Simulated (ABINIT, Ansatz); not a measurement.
# Rb2Pd (Fm-3m): G0W0 with ABINIT, start to end

Aim: the G0W0 gap of Rb2Pd (Fm-3m) on PBEsol, step by step.

Program: ABINIT 10.8.3. Level of theory: PBEsol and many-body steps on it, plane waves. Results are calculated unless marked as measured.

In doubt: a PseudoDojo file used here is known to give poor structures and forces, which bears on pressures, cells, forces and phonons.

**1. The starting structure**

It takes space group Fm-3m (No. 225, cubic). Conventional cell: a = 8.246 Å, b = 8.246 Å, c = 8.246 Å, α = 90.00°, β = 90.00°, γ = 90.00°. Nearest to Rb lie 4 Pd at 3.57 Å. Pd has 8 Rb at 3.57 Å nearest. Farther neighbours are not listed.

The cell and positions are those that the Materials Project relaxed with its own functionals (PBE, PBE+U or r2SCAN), kept fixed.

**2. Ground state**

This step: ABINIT 10.8.3; DFT, PBEsol, plane waves, norm-conserving pseudopotentials.

The ground-state density comes first.

File run.abi:

```
acell 3*1.0 Angstrom
rprim 
  -0.000000000000 4.123218000000 4.123218000000
  4.123218000000 0.000000000000 4.123218000000
  4.123218000000 4.123218000000 0.000000000000
ntypat 2
znucl 37 46
natom 3
typat 1 1 2
xred 
  0.250000000000 0.250000000000 0.250000000000
  0.750000000000 0.750000000000 0.750000000000
  0.000000000000 0.000000000000 0.000000000000
pp_dirpath "pseudos"
pseudos "Rb.upf, Pd.upf"
ecut 37
ngkpt 4 4 4
nshiftk 1
shiftk 0 0 0
kptopt 1
chksymbreak 0
nband 23
occopt 1
tolvrs 1e-10
nstep 60
prtwf 0
optforces 0
optstress 0
indata_prefix "in"
outdata_prefix "out"
tmpdata_prefix "tmp"
```

Started as:

```sh
$ OMP_NUM_THREADS=1 mpirun -n 4 abinit run.abi > log
```

Numbers of over 12 decimals in the logs are rounded to 6 here.

The program printed:

```text
.Version 10.8.3 of ABINIT. v10.8.2 released Aug 2026.

 Symmetries : space group Fm -3 m (#225); Bravais cF (face-center cubic)
================================================================================
 Values of the parameters that define the memory need of the present run
     intxc =       0    ionmov =       0      iscf =       7    lmnmax =       6
     lnmax =       6     mgfft =      64  mpssoang =       3    mqgrid =    3001
     natom =       3  nloc_mem =       1    nspden =       1   nspinor =       1
    nsppol =       1      nsym =      48    n1xccc =    2501    ntypat =       2
    occopt =       1   xclevel =       2
-    mband =          23        mffmem =           1         mkmem =           2
       mpw =       10197          nfft =      262144          nkpt =           8
================================================================================
  Rough estimation (10% accuracy) of disk space for files :
================================================================================

--------------------------------------------------------------------------------
------------- Echo of variables that govern the present computation ------------
--------------------------------------------------------------------------------
 -outvars: echo values of preprocessed input variables --------
            acell      1.8897261259E+00  1.8897261259E+00  1.8897261259E+00 Bohr

      chksymbreak           0
             ecut      3.70000000E+01 Hartree
-          fftalg         312

              ixc     -116133
              kpt      0.00000000E+00  0.00000000E+00  0.00000000E+00
                       2.50000000E-01  0.00000000E+00  0.00000000E+00
                       5.00000000E-01  0.00000000E+00  0.00000000E+00
                       2.50000000E-01  2.50000000E-01  0.00000000E+00
                       5.00000000E-01  2.50000000E-01  0.00000000E+00
                      -2.50000000E-01  2.50000000E-01  0.00000000E+00
                       5.00000000E-01  5.00000000E-01  0.00000000E+00
                      -2.50000000E-01  5.00000000E-01  2.50000000E-01
         kptrlatt        4    0    0      0    4    0      0    0    4
          kptrlen      4.40768098E+01
P           mkmem           2
            natom           3
            nband          23
            ngfft          64      64      64
             nkpt           8
            nstep          60
             nsym          48
           ntypat           2
              occ      2.000000  2.000000  2.000000  2.000000  2.000000  2.000000
                       2.000000  2.000000  2.000000  2.000000  2.000000  2.000000
                       2.000000  2.000000  2.000000  2.000000  2.000000  2.000000
                       0.000000  0.000000  0.000000  0.000000  0.000000
        optforces           0
        optstress           0
            prtwf           0
            rprim     -0.0000000000E+00  4.1232180000E+00  4.1232180000E+00
                       4.1232180000E+00  0.0000000000E+00  4.1232180000E+00
                       4.1232180000E+00  4.1232180000E+00  0.0000000000E+00
          spgroup         225

           tolvrs      1.00000000E-10

             xred      2.5000000000E-01  2.5000000000E-01  2.5000000000E-01
                       7.5000000000E-01  7.5000000000E-01  7.5000000000E-01
[...]
znucl       37.00000   46.00000

================================================================================

 chkinp: Checking input parameters for consistency.

================================================================================
== DATASET  1 ==================================================================
-   mpi_nproc: 4, omp_nthreads: 1 (-1 if OMP is not activated)

--- !DatasetInfo
iteration_state: {dtset: 1, }
dimensions: {natom: 3, nkpt: 8, mband: 23, nsppol: 1, nspinor: 1, nspden: 1, mpw: 10197, }
cutoff_energies: {ecut:  37.0, pawecutdg:  -1.0, }
electrons: {nelect:   3.60000000E+01, charge:   0.00000000E+00, occopt:   1.00000000E+00, tsmear:   1.00000000E-02, }

 Real(R)+Recip(G) space primitive vectors, cartesian coordinates (Bohr,Bohr^-1):
 R(1)=  0.0000000  7.7917528  7.7917528  G(1)= -0.0641704  0.0641704  0.0641704
 R(2)=  7.7917528  0.0000000  7.7917528  G(2)=  0.0641704 -0.0641704  0.0641704
 R(3)=  7.7917528  7.7917528  0.0000000  G(3)=  0.0641704  0.0641704 -0.0641704
 Unit cell volume ucvol=  9.4609662E+02 bohr^3
 Angles (23,13,12)=  6.00000000E+01  6.00000000E+01  6.00000000E+01 degrees

 getcut: wavevector=  0.0000  0.0000  0.0000  ngfft=  64  64  64
         ecut(hartree)=     37.000   => boxcut(ratio)=   2.12111

--- Pseudopotential description ------------------------------------------------
- Rb Generated using ONCVPSP code by D. R. Hamann
- 37.00000   9.00000  180301                  znucl, zion, pspdat
12 -116133 2 -1 2280                          pspcod,pspxc,lmax,lloc,mmax
     nproj     2     2     2
  pspatm : epsatm=   34.48401057
         --- l  ekb(1:nproj) -->
[...]
pspatm: atomic psp has been read  and splines computed

- Pd Generated using ONCVPSP code by D. R. Hamann
- 46.00000  18.00000  180301                  znucl, zion, pspdat
12 -116133 2 -1 1238                          pspcod,pspxc,lmax,lloc,mmax
     nproj     2     2     2
  pspatm : epsatm=   26.17260746
         --- l  ekb(1:nproj) -->
[...]
pspatm: atomic psp has been read  and splines computed

   3.42506263E+03                                ecore*ucvol(ha*bohr**3)
--------------------------------------------------------------------------------

_setup2: Arith. and geom. avg. npw (full set) are   10174.828   10174.804

================================================================================

--- !BeginCycle
iteration_state: {dtset: 1, }
solver: {iscf: 7, nstep: 60, nline: 4, wfoptalg: 0, }
tolerances: {tolvrs: 1.00E-10, }

     iter   Etot(hartree)      deltaE(h)  residm     vres2
 ETOT  1  -185.03574530536    -1.850E+02 9.188E-02 2.822E+04
 ETOT  2  -185.48209681976    -4.464E-01 4.347E-02 3.608E+04
 ETOT  3  -188.21062600078    -2.729E+00 1.562E-02 9.498E+03
 ETOT  4  -188.52083252062    -3.102E-01 1.075E-02 5.023E+03
 ETOT  5  -188.75148123319    -2.306E-01 2.312E-03 2.091E+03
 ETOT  6  -188.80239016754    -5.091E-02 1.011E-03 1.438E+03
 ETOT  7  -188.88280398400    -8.041E-02 1.348E-03 4.807E+02
 ETOT  8  -188.88472814514    -1.924E-03 4.050E-04 4.522E+02
 ETOT  9  -188.91652510842    -3.180E-02 2.758E-04 9.150E+01
 ETOT 10  -188.92144500316    -4.920E-03 1.929E-04 3.165E+01
[...]
ETOT 18  -188.92459116223    -9.305E-09 8.312E-06 1.137E-05
 ETOT 19  -188.92459116294    -7.098E-10 6.292E-06 3.484E-07
 ETOT 20  -188.92459116296    -2.680E-11 2.243E-06 1.493E-09
 ETOT 21  -188.92459116295     1.646E-11 1.736E-06 5.375E-10
 ETOT 22  -188.92459116296    -1.535E-11 5.983E-07 4.325E-12

 At SCF step   22       vres2   =  4.32E-12 < tolvrs=  1.00E-10 =>converged.

--- !ResultsGS
iteration_state: {dtset: 1, }
comment   : Summary of ground state results
lattice_vectors:
- [ -0.0000000,   7.7917528,   7.7917528, ]
- [  7.7917528,   0.0000000,   7.7917528, ]
- [  7.7917528,   7.7917528,   0.0000000, ]
lattice_lengths: [  11.01920,   11.01920,   11.01920, ]
lattice_angles: [ 60.000,  60.000,  60.000, ] # degrees, (23, 13, 12)
lattice_volume:   9.4609662E+02
convergence: {deltae: -1.535E-11, res2:  4.325E-12, residm:  5.983E-07, diffor:  0.000E+00, }
etotal    :  -1.88924591E+02
entropy   :   0.00000000E+00
fermie    :   4.92146730E-02
cartesian_stress_tensor: null
pressure_GPa: null
xred      :
- [  2.5000E-01,   2.5000E-01,   2.5000E-01, Rb]
- [  7.5000E-01,   7.5000E-01,   7.5000E-01, Rb]
- [  0.0000E+00,   0.0000E+00,   0.0000E+00, Pd]
cartesian_forces: null
force_length_stats: {min: null, max: null, mean: null, }

 Integrated electronic density in atomic spheres:
 ------------------------------------------------
 Atom  Sphere_radius  Integrated_density
[...]
2        2.00000          5.98743220
    3        2.00000         15.34656867
================================================================================

 ----iterations are completed or convergence reached----

 Mean square residual over all n,k,spin=   34.313E-10; max=  59.826E-08
 reduced coordinates (array xred) for    3 atoms
       0.250000000000      0.250000000000      0.250000000000
       0.750000000000      0.750000000000      0.750000000000
       0.000000000000      0.000000000000      0.000000000000
 rms dE/dt=  0.0000E+00; max dE/dt=  0.0000E+00; dE/dt below (all hartree)
    1       0.000000000000      0.000000000000      0.000000000000
    2       0.000000000000      0.000000000000      0.000000000000
    3       0.000000000000      0.000000000000      0.000000000000

 cartesian coordinates (angstrom) at end:
    1      2.061609     2.061609     2.061609
    2      6.184827     6.184827     6.184827
    3      0.000000     0.000000     0.000000
 length scales=  1.889726125908  1.889726125908  1.889726125908 bohr
              =  1.000000000000  1.000000000000  1.000000000000 angstroms
 prteigrs : about to open file out_EIG
 Fermi (or HOMO) energy (hartree) =   0.04921   Average Vxc (hartree)=  -0.26899
 Eigenvalues (hartree) for nkpt=   8  k points:
 kpt#   1, nband= 23, wtk=  0.01563, kpt=  0.0000  0.0000  0.0000 (reduced coord)
  -2.96403   -1.70726   -1.70726   -1.70726   -0.95528   -0.95319   -0.37537   -0.37537
  -0.37537   -0.36607   -0.36607   -0.36607   -0.01777    0.02696    0.02696    0.03085
   0.03085    0.03085    0.14156    0.14156    0.14156    0.20433    0.20433
 prteigrs : prtvol=0 or 1, do not print more k-points.

--- !EnergyTerms
iteration_state     : {dtset: 1, }
comment             : Components of total free energy in Hartree
kinetic             :  6.01974576887527E+01
hartree             :  6.80115154208117E+01
xc                  : -3.44605665583040E+01
Ewald energy        : -9.38310765075901E+01
psp_core            :  3.62020386929205E+00
local_psp           : -1.91222798383946E+02
non_local_psp       : -1.23932669197705E+00
total_energy        : -1.88924591162961E+02
total_energy_eV     : -5.14090002149938E+03
band_energy         : -2.41021055770707E+01

== END DATASET(S) ==============================================================
================================================================================

 -outvars: echo values of variables after computation  --------
           etotal     -1.8892459116E+02
            nband          23
             nkpt           8
          spgroup         225
 [... the other variables as echoed above ...]

 Calculation completed.
```

It took 56 s on 4 MPI ranks of Arm Neoverse N1, shared host; peak memory 0.59 GiB; 3.7 min of CPU time.

This step gave:

* total energy: -5140.9000 eV
* gap: 0.8553 eV
* k of the valence top: -0.25, 0.5, 0.25
* k of the conduction bottom: 0.5, 0, 0
* least direct gap: 0.8898 eV

The gap is indirect, with the least direct gap 0.03 eV higher.

(Part 1 of 3 ends here.)

[Paths, hosts, dates, memory and timing lines, banners, echoed tables and standing remarks are left out of the program output.]

[Logs are printed without paths, hosts, clocks, repeated set-up lines and the standing remarks that a program may print on its own settings, such as how far it seeks lower states.]

[Runs of the session that timed out or met a known fault of the program may be left out.]

[Hosts, paths, dates, database ids (printed as entryN), source tags and the programs' standing remarks are cut or masked in the printed files.]

[G0W0 gaps are taken among the corrected bands and points alone; a level outside them can change the order at an edge.]

[Where Ansatz stands beside ABINIT at settings called matched, ABINIT's density can come from a denser mesh and the files from another edition; pairs whose starting gaps differed by over 0.03 eV were left out, so agreement reads better than it is.]
